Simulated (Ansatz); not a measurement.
# Static equation of state of (14,0) carbon nanotube bundle (112 atoms)

The cell holds 112 atoms: 112 C. Cell: a = 14.482 Å, b = 14.005 Å, c = 8.526 Å, α = 90.0°, β = 90.0°, γ = 121.1°. It derives from C (graphene). The starting structure: Graphene sheet (a = 2.46 Å) rolled into a (14,0) tube of diameter 10.96 Å, 2 periods, hexagonal bundle with 3.3 Å between walls; minimised with a classical potential (one cell length free).

Calculated with Ansatz 0.2.0: Kohn-Sham DFT, PBE+D4, PAW (set soft_2), plane waves; cutoff 420 eV, k-mesh 1×1×2, gaussian smearing of 0.025 eV. Cell and atoms were relaxed first, to V0 = 13.216 Å³ an atom at a residual P0 = -0.006 GPa. The cell was then scaled evenly, and the atoms were relaxed at each volume.

| volume (Å³/atom) | pressure (GPa) |
| --- | --- |
| 11.894 | 13.15 |
| 12.423 | ? |
| 12.820 | 3.548 |
| 13.612 | -2.614 |
| 14.009 | -4.760 |

**Question.** Fit the third-order Birch–Murnaghan equation to the rows given and interpolate to the withheld row.

**Working.**

Take the Eulerian strain f = ½[(V0/V)^(2/3) − 1] and the normalised pressure F = (P − P0) / [3f(1 + 2f)^(5/2)]. The third-order Birch–Murnaghan equation is then the line F = B0 + (3/2)B0(B′ − 4) f, so u = f and v = F.

| u = f | v = F (GPa) |
| --- | --- |
| 0.0363830 | 101.112 |
| 0.0102570 | 109.772 |
| -0.00975631 | 93.5909 |
| -0.0190506 | 91.6590 |

With n = 4: mean u = 0.00445826, mean v = 99.0334, Σ(u − ū)² = 0.0018075, Σ(u − ū)(v − v̄) = 0.37935. Slope b = 0.37935 / 0.0018075 = 209.87; intercept a = v̄ − b ū = 98.098.

So B0 = a = 98.1 GPa and B′ = 4 + 2b/(3a) = 5.43. At the withheld volume f = 0.02106, F = a + b f = 102.5 GPa, and P = P0 + 3f(1 + 2f)^(5/2) F.

Prediction at 12.423: 7.173 GPa. The run gave 6.914 GPa, so the fit is high by 0.26 GPa (3.7 % of the value).

The series isn't one smooth equation of state: even a line fitted to all rows, the withheld one included, misses F by up to 9.4 %. B0 and B′ are then only the numbers of this fit, not moduli of the material. Among the rows given, the largest miss of the fit is at 11.894, by 0.60 GPa (3.4 % of the range of the table).

Limits: Static cells at zero temperature; the cell shape is held. The program notes that the SCF threshold of these relaxations is loose for the stress.

[Hosts, paths, dates, database ids (printed as entryN), source tags and the programs' standing remarks are cut or masked in the printed files.]
